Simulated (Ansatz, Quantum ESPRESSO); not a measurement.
# Lattice dynamics of BP (F-43m) in two programs, part 2 of 4

Wanted: phonon bands, density of states and zone-centre response of BP (F-43m).

Quantum ESPRESSO 7.5; DFT LDA, scalar-relativistic, plane waves, PseudoDojo norm-conserving pseudopotentials.

So far. Step 2 (A first look): A gap of 1.3 eV opens on this mesh, so the crystal is taken as an insulator; the start stands at -5.5 GPa. Step 4 (Self-consistent run for the response): The cell stands at -0.014 GPa, close enough for phonons. The relaxed cell has a = 4.487 Å (conventional setting).

### Step 5. Linear response on the mesh

Linear response treats each wavevector in the unit cell, with no supercell; the 4×4×4 mesh fixes the range of the force constants to be had.

Input file ph.in:

```
phonons
&inputph
   prefix = 'x'
   outdir = './tmp'
   fildyn = 'x.dyn'
   tr2_ph = 1.0d-18
   epsil = .true.
   ldisp = .true.
   nq1 = 4
   nq2 = 4
   nq3 = 4
/
```

Started as:

```
$ OMP_NUM_THREADS=1 mpirun -n 2 ph.x -nk 2 -in ph.in > ph.out
```

Numbers of over 12 decimals in the logs are rounded to 6 here.

The log of the run:

```text
[banners, grids, parts of the stress and lines that vanish by symmetry left out]
[banner, memory and clock lines left out]
Program PHONON v.7.5

[...]
Exchange-correlation= PW
                           (   1   4   0   0   0   0   0)
[...]
(   8 q-points):
[...]
kinetic-energy cut-off    =      76.0000  Ry
     charge density cut-off    =     304.0000  Ry
     convergence threshold     =      1.0E-18
[...]
Exchange-correlation= PW
                           (   1   4   0   0   0   0   0)
[...]
q = (   0.0000000   0.0000000   0.0000000 )
     25 Sym.Ops. (with q -> -q+G )
     G cutoff =  276.8154  (  13635 G-vectors)     FFT grid: ( 36, 36, 36)
     number of k points=    29
[...]
Mode symmetry, T_d (-43m)  point group:
[...]
Dielectric constant
[...]
End of electric fields calculation
          Dielectric constant in cartesian axis
          (       9.460565196       0.000000000      -0.000000000 )
          (       0.000000000       9.460565196      -0.000000000 )
          (      -0.000000000      -0.000000000       9.460565196 )
          Effective charges (d Force / dE) in cartesian axis without acoustic sum rule applied (asr)
           atom    1  B     Mean Z*:       -0.67736
      Ex  (       -0.67736        0.00000       -0.00000 )
      Ey  (        0.00000       -0.67736       -0.00000 )
      Ez  (       -0.00000        0.00000       -0.67736 )
           atom    2  P     Mean Z*:        0.60424
      Ex  (        0.60424       -0.00000        0.00000 )
      Ey  (       -0.00000        0.60424       -0.00000 )
      Ez  (        0.00000       -0.00000        0.60424 )
          Effective charges Sum: Mean:       -0.07311
[...]
Effective charges (d Force / dE) in cartesian axis with asr applied:
           atom    1  B     Mean Z*:       -0.64080
[...]
atom    2  P     Mean Z*:        0.64080
[...]
Representation #   1 modes #   1   2   3
[...]
End of self-consistent calculation
     Convergence has been achieved
     Representation #   2 modes #   4   5   6
[...]
End of self-consistent calculation
     Convergence has been achieved
[...]
Dielectric constant in cartesian axis
          (       9.460565196       0.000000000      -0.000000000 )
          (       0.000000000       9.460565196      -0.000000000 )
          (      -0.000000000      -0.000000000       9.460565196 )
          Effective charges (d Force / dE) in cartesian axis without acoustic sum rule applied (asr)
           atom    1  B     Mean Z*:       -0.67736
      Ex  (       -0.67736        0.00000       -0.00000 )
      Ey  (        0.00000       -0.67736       -0.00000 )
      Ez  (       -0.00000        0.00000       -0.67736 )
           atom    2  P     Mean Z*:        0.60424
      Ex  (        0.60424       -0.00000        0.00000 )
      Ey  (       -0.00000        0.60424       -0.00000 )
      Ez  (        0.00000       -0.00000        0.60424 )
          Effective charges Sum: Mean:       -0.07311
[...]
Effective charges (d Force / dE) in cartesian axis with asr applied:
           atom    1  B     Mean Z*:       -0.64080
[...]
atom    2  P     Mean Z*:        0.64080
[...]
Effective charges (d P / du) in cartesian axis
[...]
q = (    0.000000000   0.000000000   0.000000000 )
[...]
freq (    1) =      -0.013137 [THz] =      -0.438187 [cm-1]
     freq (    2) =      -0.013137 [THz] =      -0.438187 [cm-1]
     freq (    3) =      -0.013137 [THz] =      -0.438187 [cm-1]
     freq (    4) =      24.629645 [THz] =     821.556511 [cm-1]
     freq (    5) =      24.629645 [THz] =     821.556511 [cm-1]
     freq (    6) =      24.629645 [THz] =     821.556511 [cm-1]
[...]
Mode symmetry, T_d (-43m)  point group:
     freq (   1-   3) =         -0.4  [cm-1]   --> T_2  G_15 P_4   I+R
     freq (   4-   6) =        821.6  [cm-1]   --> T_2  G_15 P_4   I+R
[...]
Mode symmetry, C_3v (3m)   point group:
[...]
Representation #   1 mode #   1
[...]
End of self-consistent calculation
     Convergence has been achieved
     Representation #   2 mode #   2
[...]
End of self-consistent calculation
     Convergence has been achieved
     Representation #   3 modes #   3   4
[...]
Convergence has been achieved
     Representation #   4 modes #   5   6
[...]
Convergence has been achieved
[...]
q = (   -0.176776695   0.176776695  -0.176776695 )
[...]
freq (    1) =       5.361682 [THz] =     178.846471 [cm-1]
     freq (    2) =       5.361682 [THz] =     178.846471 [cm-1]
     freq (    3) =      10.561858 [THz] =     352.305667 [cm-1]
     freq (    4) =      23.841384 [THz] =     795.262956 [cm-1]
     freq (    5) =      23.841384 [THz] =     795.262956 [cm-1]
     freq (    6) =      24.317044 [THz] =     811.129264 [cm-1]
[...]
Mode symmetry, C_3v (3m)   point group:
     freq (   1-   2) =        178.8  [cm-1]   --> E    L_3
     freq (   3-   3) =        352.3  [cm-1]   --> A_1  L_1
     freq (   4-   5) =        795.3  [cm-1]   --> E    L_3
     freq (   6-   6) =        811.1  [cm-1]   --> A_1  L_1
[...]
Mode symmetry, C_3v (3m)   point group:
[...]
Representation #   1 mode #   1
[...]
Convergence has been achieved
     Representation #   2 mode #   2
[...]
Convergence has been achieved
     Representation #   3 modes #   3   4
[...]
Convergence has been achieved
     Representation #   4 modes #   5   6
[...]
Convergence has been achieved
[...]
q = (    0.353553391  -0.353553391   0.353553391 )
[...]
freq (    1) =       6.698300 [THz] =     223.431239 [cm-1]
     freq (    2) =       6.698300 [THz] =     223.431239 [cm-1]
[...]
Mode symmetry, C_3v (3m)   point group:
     freq (   1-   2) =        223.4  [cm-1]   --> E    L_3
     freq (   3-   3) =        518.0  [cm-1]   --> A_1  L_1
     freq (   4-   4) =        776.2  [cm-1]   --> A_1  L_1
     freq (   5-   6) =        782.9  [cm-1]   --> E    L_3
[...]
Mode symmetry, C_2v (mm2)  point group:
[...]
Convergence has been achieved
[...]
Convergence has been achieved
[...]
Convergence has been achieved
[...]
Convergence has been achieved
[...]
q = (    0.000000000   0.353553391   0.000000000 )
[...]
Mode symmetry, C_2v (mm2)  point group:
     freq (   1-   1) =        241.0  [cm-1]   --> B_1  D_3  S_3
     freq (   2-   2) =        241.0  [cm-1]   --> B_2  D_4  S_4
     freq (   3-   3) =        368.2  [cm-1]   --> A_1  D_1  S_1
     freq (   4-   4) =        766.2  [cm-1]   --> B_1  D_3  S_3
     freq (   5-   5) =        766.2  [cm-1]   --> B_2  D_4  S_4
     freq (   6-   6) =        824.2  [cm-1]   --> A_1  D_1  S_1
[...]
Mode symmetry, C_s (m)     point group:
[...]
q = (    0.530330086  -0.176776695   0.530330086 )
[...]
Mode symmetry, C_s (m)     point group:
     freq (   1-   1) =        284.4  [cm-1]   --> A''
     freq (   2-   2) =        367.9  [cm-1]   --> A'
     freq (   3-   3) =        465.4  [cm-1]   --> A'
     freq (   4-   4) =        718.6  [cm-1]   --> A'
     freq (   5-   5) =        747.1  [cm-1]   --> A''
     freq (   6-   6) =        805.8  [cm-1]   --> A'
[...]
Mode symmetry, C_s (m)     point group:
[...]
q = (    0.353553391   0.000000000   0.353553391 )
[...]
Mode symmetry, C_s (m)     point group:
     freq (   1-   1) =        262.8  [cm-1]   --> A''
     freq (   2-   2) =        358.2  [cm-1]   --> A'
     freq (   3-   3) =        418.9  [cm-1]   --> A'
     freq (   4-   4) =        730.6  [cm-1]   --> A'
     freq (   5-   5) =        758.8  [cm-1]   --> A''
     freq (   6-   6) =        807.9  [cm-1]   --> A'
[...]
Mode symmetry, D_2d (-42m) point group:
[...]
Representation #   3 modes #   3   4
[...]
Convergence has been achieved
     Representation #   4 modes #   5   6
[...]
Convergence has been achieved
[...]
q = (    0.000000000  -0.707106781   0.000000000 )
[...]
freq (    5) =      21.877589 [THz] =     729.757819 [cm-1]
     freq (    6) =      24.111923 [THz] =     804.287193 [cm-1]
[...]
Mode symmetry, D_2d (-42m) point group:
     freq (   1-   2) =        312.4  [cm-1]   --> E    X_5  W_3
     freq (   3-   3) =        537.0  [cm-1]   --> A_1  X_1  W_1
     freq (   4-   5) =        729.8  [cm-1]   --> E    X_5  W_3
     freq (   6-   6) =        804.3  [cm-1]   --> B_2  X_3  W_2
[...]
Mode symmetry, S_4 (-4)    point group:
[...]
Convergence has been achieved
[...]
Convergence has been achieved
[...]
Convergence has been achieved
[...]
Convergence has been achieved
     Representation #   5 mode #   5
[...]
End of self-consistent calculation
     Convergence has been achieved
     Representation #   6 mode #   6
[...]
End of self-consistent calculation
     Convergence has been achieved
[...]
q = (   -0.353553391  -0.707106781   0.000000000 )
[...]
freq (    1) =      11.113183 [THz] =     370.695873 [cm-1]
     freq (    2) =      12.529782 [THz] =     417.948547 [cm-1]
     freq (    3) =      13.324506 [THz] =     444.457673 [cm-1]
     freq (    4) =      20.509152 [THz] =     684.111668 [cm-1]
     freq (    5) =      21.876999 [THz] =     729.738145 [cm-1]
     freq (    6) =      24.052393 [THz] =     802.301458 [cm-1]
[...]
Mode symmetry, S_4 (-4)    point group:
     freq (   1-   1) =        370.7  [cm-1]   --> E*   W_2
     freq (   2-   2) =        417.9  [cm-1]   --> B    W_3
     freq (   3-   3) =        444.5  [cm-1]   --> A    W_1
     freq (   4-   4) =        684.1  [cm-1]   --> E    W_4
     freq (   5-   5) =        729.7  [cm-1]   --> B    W_3
     freq (   6-   6) =        802.3  [cm-1]   --> E*   W_2
```

Wall time 33 min (2 MPI ranks of Arm Neoverse V1, shared host).

Numbers from this step:

| Quantity | Value |
| --- | --- |
| miss of the charge sum rule | 0.07312 e |
| largest acoustic frequency at the zone centre before the sum rule | -0.44 cm⁻¹ |
| highest optical zone-centre mode (no LO-TO term) | 821.6 cm⁻¹ |
| lowest optical zone-centre mode | 821.6 cm⁻¹ |
| mean high-frequency dielectric constant | 9.461 |
| largest Born charge in size (third of the trace) | 0.6774 e |
| lowest mode on the q mesh (acoustic ones at the zone centre apart) | 178.8 cm⁻¹ |

Frequencies (cm⁻¹) at each irreducible wavevector; negative means imaginary. Frequencies by wavevector:

```
  q (fractions)  star  mode 1  mode 2  mode 3  mode 4  mode 5  mode 6
          0 0 0     1   -0.44   -0.44   -0.44   821.6   821.6   821.6
       0 0 0.25     8   178.8   178.8   352.3   795.3   795.3   811.1
       0 0 -0.5     4   223.4   223.4     518   776.2   782.9   782.9
    0 0.25 0.25     6     241     241   368.2   766.2   766.2   824.1
    0 0.25 -0.5    24   284.4   367.9   465.4   718.6   747.1   805.8
   0 0.25 -0.25    12   262.8   358.2   418.9   730.6   758.8   807.9
    0 -0.5 -0.5     3   312.4   312.4     537   729.8   729.8   804.3
0.25 -0.5 -0.25     6   370.7   417.9   444.5   684.1   729.7   802.3
```

Born charge (rows field, columns displacement), before the sum rule (e), principal values of the symmetric part by kind of site:

```
atom  atoms with these values      low   middle     high     mean
  B1                        1  -0.6774  -0.6774  -0.6774  -0.6774
  P2                        1   0.6042   0.6042   0.6042   0.6042
```

In full for B1:

```
-0.6774  0.0000  0.0000
 0.0000 -0.6774  0.0000
 0.0000  0.0000 -0.6774
```

High-frequency dielectric tensor:

```
9.46 0.00 0.00
0.00 9.46 0.00
0.00 0.00 9.46
```

The acoustic modes at Γ come out as far as 0.4 cm⁻¹ from zero, where they should vanish, a small numerical error; the Born charges miss their sum rule by 0.073 e, too much: mesh or cutoff is short for the field response.

### Step 6. Fourier transform to real space

The dynamical matrices of the mesh are Fourier-transformed to force constants in real space, after the long-range dipole part is taken out.

Input file q2r.in:

```
&input
   fildyn = 'x.dyn'
   zasr = 'simple'
   flfrc = 'x.fc'
/
```

Started as:

```
$ q2r.x < q2r.in > q2r.out
```

The log of the run:

```text
[banners, grids, parts of the stress and lines that vanish by symmetry left out]
[banner, memory and clock lines left out]
Program Q2R v.7.5

  reading grid info from file x.dyn0

  reading force constants from file x.dyn1
 macroscopic fields = T
   9.46057   0.00000  -0.00000
   0.00000   9.46057  -0.00000
[...]
na=            1
[...]
na=            2
[...]
-0.00000   0.60424  -0.00000
   0.00000  -0.00000   0.60424
  alpha Ewald:   0.910577
  nqs=            1
 q=   0.00000000  0.00000000  0.00000000
  reading force constants from file x.dyn2
  alpha Ewald:   0.910577
  nqs=            8
 q=  -0.17677670  0.17677670 -0.17677670
[...]
reading force constants from file x.dyn7
  alpha Ewald:   0.910577
  nqs=            3
[...]
reading force constants from file x.dyn8
  alpha Ewald:   0.910577
  nqs=            6
[...]
q=   0.00000000 -0.35355339 -0.70710678
 q=  -0.00000000  0.35355339 -0.70710678

      q-space grid ok, #points =   64

      fft-check warning: sum of imaginary terms = 1.153803E-10
```

It took 0.49 s on 1 thread.

### Step 7. Dispersion

From the force constants any wavevector is cheap; points of the mesh come back as solved, but for the sum rule and, in polar crystals, the LO-TO term at Γ; the rest is interpolation.

Input file matdyn.in:

```
&input
   asr = 'simple'
   flfrc = 'x.fc'
   flfrq = 'x.freq'
   flvec = 'x.modes'
   q_in_band_form = .true.
   q_in_cryst_coord = .true.
/
8
  0.0000000   0.0000000   0.0000000  12  ! GAMMA
  0.0000000   0.5000000   0.5000000  12  ! X
 -0.0000000   0.6250000   0.3750000   1  ! U
 -0.3750000   0.3750000  -0.0000000  12  ! K
  0.0000000   0.0000000   0.0000000  12  ! GAMMA
 -0.0000000   0.5000000  -0.0000000  12  ! L
 -0.2500000   0.5000000   0.2500000  12  ! W
  0.0000000   0.5000000   0.5000000   1  ! X
```

Started as:

```
$ matdyn.x -in matdyn.in > matdyn.out
```

The log of the run:

```text
[banner, memory and clock lines left out]
Program MATDYN v.7.5

 mass for atomic type   1 not given; uses mass from file x.fc
 mass for atomic type   2 not given; uses mass from file x.fc
```

Run time: 0.49 s. Hardware: 1 thread.

This step gave:

| Quantity | Value |
| --- | --- |
| lowest frequency on the path | 0 cm⁻¹ |

Matdyn.x, sum rule simple. Phonon branches along the path, in cm⁻¹:

```
    point  branch 1  branch 2  branch 3  branch 4  branch 5  branch 6
        Γ         0         0         0       822       822       829
  halfway       241       241       368       766       766       824
        X       312       312       537       730       730       804
  halfway       313       345       521       717       730       805
        U       310       405       480       692       734       809
jump to K       310       405       480       692       734       809
  halfway       216       285       364       773       780       807
        Γ         0         0         0       822       822       829
  halfway       179       179       352       795       795       811
        L       223       223       518       776       783       783
  halfway       289       348       481       711       754       805
        W       371       418       444       684       730       802
  halfway       341       350       507       708       730       804
        X       312       312       537       730       730       804
```

The phonon branches as a text plot (rows in cm⁻¹):

```
    812 |**************************************     *************
    778 |    ***               ***           *********
    743 |       ****************                   ** ***********
    708 |              ***  **                       ***    ****
    674 |                 **                            ****
    639 |
    605 |
    570 |
    536 |           ****                                       **
    501 |         **    **                      ******       **
    467 |        *        **                   *      ***  **
    432 |       *         *****               *          **
    397 |                *   * *             *         **  **
    363 |      *        *     * *           *         *  *****
    328 |     *     *****      * *                   * **     ***
    294 |        ***     *****  *          *          *
    259 |    *  *             *   *       *        ***
    225 |     **               *** *          *******
    190 |   *                    **      *  **
    156 |    *                    ***      *
    121 |  **                      *    * *
     86 |  *                        *** **
     52 | *                          **
     17 |*                             *
         Γ           X  U|K            Γ         L        W     X
```

All branches are real along the path.

### Step 8. Sums over the zone

Sums over the zone need many more wavevectors than were solved, so the interpolation is sampled on a dense mesh.

Input file matdyn.in:

```
&input
   asr = 'simple'
   flfrc = 'x.fc'
   dos = .true.
   fldos = 'x.dos'
   nk1 = 17
   nk2 = 17
   nk3 = 17
   deltaE = 1.0
/
```

Started as:

```
$ matdyn.x -in matdyn.in > matdyn.out
```

The log of the run:

```text
[banner, memory and clock lines left out]
Program MATDYN v.7.5

 mass for atomic type   1 not given; uses mass from file x.fc
 mass for atomic type   2 not given; uses mass from file x.fc
```

It took 9.6 s on 1 thread.

Numbers from this step:

* share of modes beyond 3i cm⁻¹ on the dense interpolated mesh: 0
* zero-point energy per atom: 102.8 meV
* heat capacity at 300 K: 14.48 J/(mol atoms K)
* vibrational entropy at 300 K: 9.864 J/(mol atoms K)

The phonon density of states has structure finer than the step of the table below, so its rows give means over 20 cm⁻¹, whole bins alone (the curve runs from 0 to 830 cm⁻¹). Peaks (cm⁻¹: height): total 315.0: 0.0163, 735.0: 0.0327, 805.0: 0.118; B 735.0: 0.0271, 805.0: 0.104; P 315.0: 0.0134, 465.0: 0.0135, 735.0: 0.00568, 805.0: 0.0138.

Tetrahedra. Table of phonon density of states by wavenumber; means over each step; values in 1/cm⁻¹/cell:

```csv
wavenumber (cm⁻¹),total,B,P
20,7.5e-6,1.3e-6,6.3e-6
40,3.6e-5,1.1e-5,2.8e-5
60,1.6e-4,4.5e-5,1.2e-4
80,3.1e-4,8.1e-5,2.3e-4
100,5.6e-4,1.4e-4,4.2e-4
120,8.3e-4,2.1e-4,6.2e-4
140,0.00124,3.1e-4,9.3e-4
160,0.00175,4.3e-4,0.00132
180,0.00253,6.0e-4,0.00192
200,0.00370,8.7e-4,0.00283
220,0.00648,0.00148,0.00501
240,0.00951,0.00211,0.00740
260,0.0103,0.00220,0.00814
280,0.0114,0.00231,0.00910
300,0.0136,0.00260,0.0110
320,0.0139,0.00248,0.0114
340,0.0101,0.00166,0.00845
360,0.00819,0.00125,0.00694
380,0.00741,0.00107,0.00634
400,0.00751,0.00101,0.00651
420,0.00478,6.3e-4,0.00416
440,0.00655,6.0e-4,0.00594
460,0.0134,7.8e-4,0.0126
480,0.00921,4.3e-4,0.00878
500,0.00480,1.5e-4,0.00465
520,0.00147,3.2e-5,0.00144
540,8.9e-5,1.2e-6,8.7e-5
560,0,0,0
580,0,0,0
600,0,0,0
620,0,0,0
640,0,0,0
660,0,0,0
680,0.00163,0.00160,2.5e-5
700,0.0111,0.0105,5.3e-4
720,0.0131,0.0116,0.00154
740,0.0277,0.0228,0.00490
760,0.0221,0.0178,0.00436
780,0.0167,0.0130,0.00370
800,0.0443,0.0382,0.00606
820,0.0123,0.0100,0.00224
```

Harmonic thermodynamic functions per atom, summed over the density of states scaled to three modes an atom; melting is ignored. Thermodynamic functions:

| T (K) | F_vib (meV/atom) | S (J/mol-atom/K) | C_V (J/mol-atom/K) |
| --- | --- | --- | --- |
| 0 | 102.8 | 0 | 0 |
| 50 | 102.8 | 0.097 | 0.367 |
| 100 | 102.5 | 1.024 | 2.909 |
| 200 | 99.55 | 5.043 | 9.345 |
| 300 | 91.83 | 9.864 | 14.48 |
| 400 | 79.16 | 14.53 | 17.83 |
| 500 | 61.88 | 18.75 | 19.91 |
| 600 | 40.46 | 22.5 | 21.24 |
| 700 | 15.37 | 25.85 | 22.13 |
| 800 | -13 | 28.84 | 22.73 |
| 900 | -44.32 | 31.55 | 23.17 |
| 1000 | -78.31 | 34.01 | 23.49 |

At 300 K the heat capacity has reached 58 % of the Dulong-Petit value.

(Part 2 of 4 ends here.)

[Host names and launcher messages were left out of these logs when they were recorded.]

[Logs are printed without paths, hosts, clocks, repeated set-up lines and the standing remarks that a program may print on its own settings, such as how far it seeks lower states.]

[Hosts, paths, dates, database ids (printed as entryN), source tags and the programs' standing remarks are cut or masked in the printed files.]
